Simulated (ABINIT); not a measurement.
# LiCl (Fm-3m): changed settings of a GW run in ABINIT, part 2 of 2

What do changed inputs do to GW on LiCl (Fm-3m)?

ABINIT 10.8.3; PBE and many-body steps on it, plane waves. Known limits of the many-body steps: not at the basis limit.

So far. Step 5 (Broadening of the poles): Against G0W0 in ABINIT (6×6×6 mesh, 132 bands, screening to 217.7 eV, Godby-Needs plasmon pole), the gap moves by +0.001 eV. Step 6 (No symmetry in the self-energy): Against G0W0 in ABINIT (6×6×6 mesh, 132 bands, screening to 217.7 eV, Godby-Needs plasmon pole), the gap moves by +0.000 eV.

## (7) Fewer bands in the self-energy

Level of this step: G0W0 on PBE, plane waves, norm-conserving pseudopotentials (ABINIT).

Contents of run.abi:

```
acell 3*1.0 Angstrom
rprim 
  0.000000000000 2.571500000000 2.571500000000
  2.571500000000 0.000000000000 2.571500000000
  2.571500000000 2.571500000000 -0.000000000000
ntypat 2
znucl 3 17
natom 2
typat 1 2
xred 
  0.000000000000 0.000000000000 0.000000000000
  0.500000000000 0.500000000000 0.500000000000
pp_dirpath "pseudos"
pseudos "Li.upf, Cl.upf"
ecut 33
ngkpt 6 6 6
nshiftk 1
shiftk 0 0 0
kptopt 1
chksymbreak 0
istwfk *1
occopt 1
irdwfk 1
optdriver 4
nband 11
gwcalctyp 0
ecutsigx 33
symsigma 1
nkptgw 1
kptgw 
  0.0000000000 0.0000000000 0.0000000000
bdgw 
  3 9
ecuteps 8
irdscr 1
ppmodel 1
indata_prefix "in"
outdata_prefix "out"
tmpdata_prefix "tmp"
```

Command:

```console
$ OMP_NUM_THREADS=1 mpirun -n 5 abinit run.abi > log
```

Output:

```text
.Version 10.8.3 of ABINIT. v10.8.2 released Aug 2026.

 Symmetries : space group Fm -3 m (#225); Bravais cF (face-center cubic)
[... echo of the input left out ...]
== DATASET  1 ==================================================================
-   mpi_nproc: 5, omp_nthreads: 1 (-1 if OMP is not activated)

--- !DatasetInfo
iteration_state: {dtset: 1, }
dimensions: {natom: 2, nkpt: 16, mband: 11, nsppol: 1, nspinor: 1, nspden: 1, mpw: 2092, }
cutoff_energies: {ecut:  33.0, pawecutdg:  -1.0, }
electrons: {nelect:   1.00000000E+01, charge:   0.00000000E+00, occopt:   1.00000000E+00, tsmear:   1.00000000E-02, }

 SIGMA: Calculation of the GW corrections

 Based on a program developped by R.W. Godby, V. Olevano, G. Onida, and L. Reining.
 Incorporated in ABINIT by V. Olevano, G.-M. Rignanese, and M. Torrent.
.Using double precision arithmetic ; gwpc =  8

[... cell and pseudopotentials left out ...]
--------------------------------------------------------------------------------

 ==== K-mesh for the wavefunctions ====
 Number of points in the irreducible wedge :    16
[... list of points left out ...]
 Together with 48 symmetry operations and time-reversal symmetry
 yields   216 points in the full Brillouin Zone.

 ==== Q-mesh for screening function ====
 Number of points in the irreducible wedge :    16
[... list of points left out ...]
 Together with 48 symmetry operations and time-reversal symmetry
 yields   216 points in the full Brillouin Zone.

 vcoul_init : cutoff-mode = AUXILIARY_FUNCTION
 q-points for optical limit:   1
     1)      0.000010    0.000020    0.000030
 setmesh: FFT mesh size selected  =    36x   36x   36
          total number of points  =        46656

 Number of electrons calculated from density =   10.0000; Expected =   10.0000
[...]
number of q-points in BZ                          216
 number of frequencies for dSigma/dE                 9
 frequency step for dSigma/dE [eV]                0.25
 number of omega for Sigma on real axis              0
 max omega for Sigma on real axis  [eV]           0.00
 zcut for avoiding poles [eV]                     0.10

 EPSILON^-1 parameters (SCR file):
 dimension of the eps^-1 matrix on file            259
 dimension of the eps^-1 matrix used               259
 number of plane-waves for wavefunctions          2085
 number of bands                                   132
 number of q-points in IBZ                          16
 number of frequencies                               2
 number of real frequencies                          1
 number of imag frequencies                          1

 matrix elements of self-energy operator (all in [eV])

 Perturbative Calculation

--- !SelfEnergy_ee
iteration_state: {dtset: 1, }
kpoint     : [   0.000,    0.000,    0.000, ]
spin       : 1
KS_gap     :    6.285
QP_gap     :    8.571
Delta_QP_KS:    2.286
data: !SigmaeeData |
     Band     E0 <VxcDFT>   SigX SigC(E0)      Z dSigC/dE  Sig(E)    E-E0       E
        3   0.193 -14.693 -19.029   3.553   0.820  -0.220 -15.335  -0.641  -0.449
        4   0.193 -14.693 -19.029   3.553   0.820  -0.220 -15.335  -0.641  -0.449
        5   0.193 -14.693 -19.029   3.553   0.820  -0.220 -15.335  -0.641  -0.449
        6   6.477  -9.170  -4.732  -2.528   0.861  -0.161  -7.525   1.645   8.122
        7  11.985  -9.607  -4.365  -1.951   0.873  -0.145  -6.733   2.873  14.858
        8  11.985  -9.607  -4.365  -1.951   0.873  -0.145  -6.733   2.873  14.858
        9  11.985  -9.607  -4.365  -1.951   0.873  -0.145  -6.733   2.873  14.858

== END DATASET(S) ==============================================================
================================================================================

 -outvars: echo values of variables after computation  --------
           etotal      0.0000000000E+00
            nband          11
             nkpt          16
          spgroup         225
 [... the other variables as echoed above ...]

 Calculation completed.
```

Run time: 4.2 s. Hardware: 5 MPI ranks of Intel Xeon Platinum 8259CL at 2.50GHz (Skylake/Cascade Lake), shared host; peak memory 0.89 GiB.

This step gave:

| Property | Result |
| --- | --- |
| G0W0 gap on the points computed | 8.571 eV |
| starting gap on the mesh | 6.285 eV |
| k of the valence top | 0, 0, 0 |
| k of the conduction bottom | 0, 0, 0 |
| Z at the valence top | 0.82 |
| Z at the conduction bottom | 0.861 |
| least direct G0W0 gap on the computed points | 8.571 eV |

## (8) More bands than the file holds

Changes to run.abi since step 7:

```diff
@@ -24,3 +24,3 @@
 optdriver 4
-nband 11
+nband 396
 gwcalctyp 0
```

Command:

```console
$ OMP_NUM_THREADS=1 mpirun -n 8 abinit run.abi > log
```

Output:

```text
.Version 10.8.3 of ABINIT. v10.8.2 released Aug 2026.

 Symmetries : space group Fm -3 m (#225); Bravais cF (face-center cubic)
================================================================================
 Values of the parameters that define the memory need of the present run
     intxc =       0    ionmov =       0      iscf =       7    lmnmax =       6
     lnmax =       6     mgfft =      36  mpssoang =       3    mqgrid =    3001
     natom =       2  nloc_mem =       1    nspden =       1   nspinor =       1
    nsppol =       1      nsym =      48    n1xccc =    2501    ntypat =       2
    occopt =       1   xclevel =       2
-    mband =         396        mffmem =           1         mkmem =           2
       mpw =        2092          nfft =       46656          nkpt =          16
================================================================================
  Rough estimation (10% accuracy) of disk space for files :
================================================================================

--------------------------------------------------------------------------------
------------- Echo of variables that govern the present computation ------------
--------------------------------------------------------------------------------
 -outvars: echo values of preprocessed input variables --------
            acell      1.8897261259E+00  1.8897261259E+00  1.8897261259E+00 Bohr

             bdgw           3       9
      chksymbreak           0
             ecut      3.30000000E+01 Hartree
          ecuteps      8.00000000E+00 Hartree
         ecutsigx      3.30000000E+01 Hartree
          ecutwfn      3.30000000E+01 Hartree
-          fftalg         312
           irdscr           1
           irdwfk           1

              ixc     -101130
[...]
SIGMA: Calculation of the GW corrections

 Based on a program developped by R.W. Godby, V. Olevano, G. Onida, and L. Reining.
 Incorporated in ABINIT by V. Olevano, G.-M. Rignanese, and M. Torrent.
.Using double precision arithmetic ; gwpc =  8

 Real(R)+Recip(G) space primitive vectors, cartesian coordinates (Bohr,Bohr^-1):
 R(1)=  0.0000000  4.8594307  4.8594307  G(1)= -0.1028927  0.1028927  0.1028927
 R(2)=  4.8594307  0.0000000  4.8594307  G(2)=  0.1028927 -0.1028927  0.1028927
 R(3)=  4.8594307  4.8594307  0.0000000  G(3)=  0.1028927  0.1028927 -0.1028927
 Unit cell volume ucvol=  2.2950185E+02 bohr^3
 Angles (23,13,12)=  6.00000000E+01  6.00000000E+01  6.00000000E+01 degrees

--- Pseudopotential description ------------------------------------------------
- Li Generated using ONCVPSP code by D. R. Hamann
-  3.00000   3.00000  171031                  znucl, zion, pspdat
12 -101130 1 -1 1944                          pspcod,pspxc,lmax,lloc,mmax
     nproj     2     2     0
  pspatm : epsatm=    2.74360059
         --- l  ekb(1:nproj) -->
[...]
pspatm: atomic psp has been read  and splines computed

- Cl Generated using ONCVPSP code by D. R. Hamann
- 17.00000   7.00000  171031                  znucl, zion, pspdat
12 -101130 2 -1 1028                          pspcod,pspxc,lmax,lloc,mmax
     nproj     2     2     2
  pspatm : epsatm=    9.12776517
         --- l  ekb(1:nproj) -->
[...]
1    3.821713    1.107519
             2   -2.938609   -0.805455
 pspatm: atomic psp has been read  and splines computed

   1.18713658E+02                                ecore*ucvol(ha*bohr**3)
--------------------------------------------------------------------------------

--- !ERROR
message: |
    Number of bands stored WFK file is less than required.
    WFK mband: 140, self-energy nband: 396

--- !ERROR
message: |
    Number of bands stored WFK file is less than required.
    WFK mband: 140, self-energy nband: 396

--- from the log ---
Number of bands stored WFK file is less than required.
    WFK mband: 140, self-energy nband: 396
```

Wall time 2 s (8 MPI ranks); peak memory 0.06 GiB; 11 s of CPU time.

The run stopped with an error after 2 s.

The program's words: Number of bands stored WFK file is less than required. WFK mband: 140, self-energy nband: 396

The fault put into this input: more bands than the file holds.

## (9) Contour deformation on a plasmon-pole file

Changes to run.abi since step 8:

```diff
@@ -24,4 +24,4 @@
 optdriver 4
-nband 396
-gwcalctyp 0
+nband 132
+gwcalctyp 2
 ecutsigx 33
@@ -35,3 +35,2 @@
 irdscr 1
-ppmodel 1
 indata_prefix "in"
```

Output:

```text
.Version 10.8.3 of ABINIT. v10.8.2 released Aug 2026.

 Symmetries : space group Fm -3 m (#225); Bravais cF (face-center cubic)
================================================================================
 Values of the parameters that define the memory need of the present run
     intxc =       0    ionmov =       0      iscf =       7    lmnmax =       6
     lnmax =       6     mgfft =      36  mpssoang =       3    mqgrid =    3001
     natom =       2  nloc_mem =       1    nspden =       1   nspinor =       1
    nsppol =       1      nsym =      48    n1xccc =    2501    ntypat =       2
    occopt =       1   xclevel =       2
-    mband =         132        mffmem =           1         mkmem =           2
       mpw =        2092          nfft =       46656          nkpt =          16
================================================================================
  Rough estimation (10% accuracy) of disk space for files :
================================================================================

--------------------------------------------------------------------------------
------------- Echo of variables that govern the present computation ------------
--------------------------------------------------------------------------------
 -outvars: echo values of preprocessed input variables --------
            acell      1.8897261259E+00  1.8897261259E+00  1.8897261259E+00 Bohr

             bdgw           3       9
      chksymbreak           0
             ecut      3.30000000E+01 Hartree
          ecuteps      8.00000000E+00 Hartree
         ecutsigx      3.30000000E+01 Hartree
          ecutwfn      3.30000000E+01 Hartree
-          fftalg         312
        gwcalctyp           2
           irdscr           1
           irdwfk           1

[...]
setmesh: FFT mesh size selected  =    36x   36x   36
          total number of points  =        46656

 Number of electrons calculated from density =   10.0000; Expected =   10.0000
 average of density, n =  0.043573
 r_s =    1.7629
 omega_plasma =   20.1355 [eV]

 === KS Band Gaps ===
  >>>> For spin  1
   Minimum direct gap =   6.2845 [eV], located at k-point      :   0.0000  0.0000  0.0000
   Fundamental gap    =   6.2845 [eV], Top of valence bands at :   0.0000  0.0000  0.0000
                                       Bottom of conduction at :   0.0000  0.0000  0.0000
 SIGMA fundamental parameters:
 CONTOUR DEFORMATION
 number of plane-waves for SigmaX                 2085
 number of plane-waves for SigmaC and W            259
 number of plane-waves for wavefunctions          2085
 number of bands                                   132
 number of independent spin polarizations            1
 number of spinorial components                      1
 number of k-points in IBZ                          16
 number of q-points in IBZ                          16
 number of symmetry operations                      48
 number of k-points in BZ                          216
 number of q-points in BZ                          216
 number of frequencies for dSigma/dE                 9
 frequency step for dSigma/dE [eV]                0.25
 number of omega for Sigma on real axis              0
 max omega for Sigma on real axis  [eV]           0.00
 zcut for avoiding poles [eV]                     0.10

 EPSILON^-1 parameters (SCR file):
 dimension of the eps^-1 matrix on file            259
 dimension of the eps^-1 matrix used               259
 number of plane-waves for wavefunctions          2085
 number of bands                                   132
 number of q-points in IBZ                          16
 number of frequencies                               2
 number of real frequencies                          1
 number of imag frequencies                          1

 matrix elements of self-energy operator (all in [eV])

 Perturbative Calculation

--- !ERROR
message: |
    Fatal error

--- !ERROR
message: |
    Fatal error

--- from the log ---
Fatal error
```

The job ended after 3 s (8 MPI ranks; peak memory 0.19 GiB; 19 s of CPU time).

The run stopped with an error after 3 s.

The fault put into this input: contour deformation on a plasmon-pole file.

## (10) Side by side

Times are wall times on the hardware named with each run, good to a factor of about two. A run's time includes the screening step that it read.

```
                                 run   mesh  bands  screening cutoff (eV)  DFT gap (eV)  gap on the mesh (eV)  direct (eV)  ε∞ used     time
                                base  6×6×6    132                  217.7         6.285                 8.974        8.974     2.75     85 s
smaller part of the screening matrix  6×6×6    132                   54.4         6.285                 8.644        8.644     2.75     78 s
             broadening of the poles  6×6×6    132                  217.7         6.285                 8.975        8.975     2.75     86 s
      no symmetry in the self-energy  6×6×6    132                  217.7         6.285                 8.974        8.974     2.75  3.1 min
      fewer bands in the self-energy  6×6×6     11                  217.7         6.285                 8.571        8.571     2.75     79 s
```

## (11) Summary of results

| Property | Result |
| --- | --- |
| base | 8.974 eV |
| smaller part of the screening matrix | 8.644 eV |
| broadening of the poles | 8.975 eV |
| no symmetry in the self-energy | 8.974 eV |
| fewer bands in the self-energy | 8.571 eV |
| known limits | not at the basis limit |

Smaller part of the screening matrix: −0.330 eV against base (keys changed: ecuteps). Broadening of the poles: no change against base (keys changed: zcut). No symmetry in the self-energy: no change against base (keys changed: symsigma). Fewer bands in the self-energy: −0.403 eV against base (keys changed: nband). Bands and cutoff are finite, so the gap is not at the basis limit. The miss can reach some tenths of an eV and take either sign; the mesh is an error of its own. In the first G0W0 run levels were corrected at 1 k point alone, so a gap called «on the mesh» is the least over those, and an edge elsewhere would be missed.

[Paths, hosts, dates, memory and timing lines, banners, echoed tables and standing remarks are left out of the program output.]

[Logs are printed without paths, hosts, clocks, repeated set-up lines and the standing remarks that a program may print on its own settings, such as how far it seeks lower states.]

[Runs of the session that timed out or met a known fault of the program may be left out.]

[No measured gap is set beside runs whose start may be inverted or whose files or cutoffs have a known fault.]

[Hosts, paths, dates, database ids (printed as entryN), source tags and the programs' standing remarks are cut or masked in the printed files.]

[G0W0 gaps are taken among the corrected bands and points alone; a level outside them can change the order at an edge.]

[Where Ansatz stands beside ABINIT at settings called matched, ABINIT's density can come from a denser mesh and the files from another edition; pairs whose starting gaps differed by over 0.03 eV were left out, so agreement reads better than it is.]
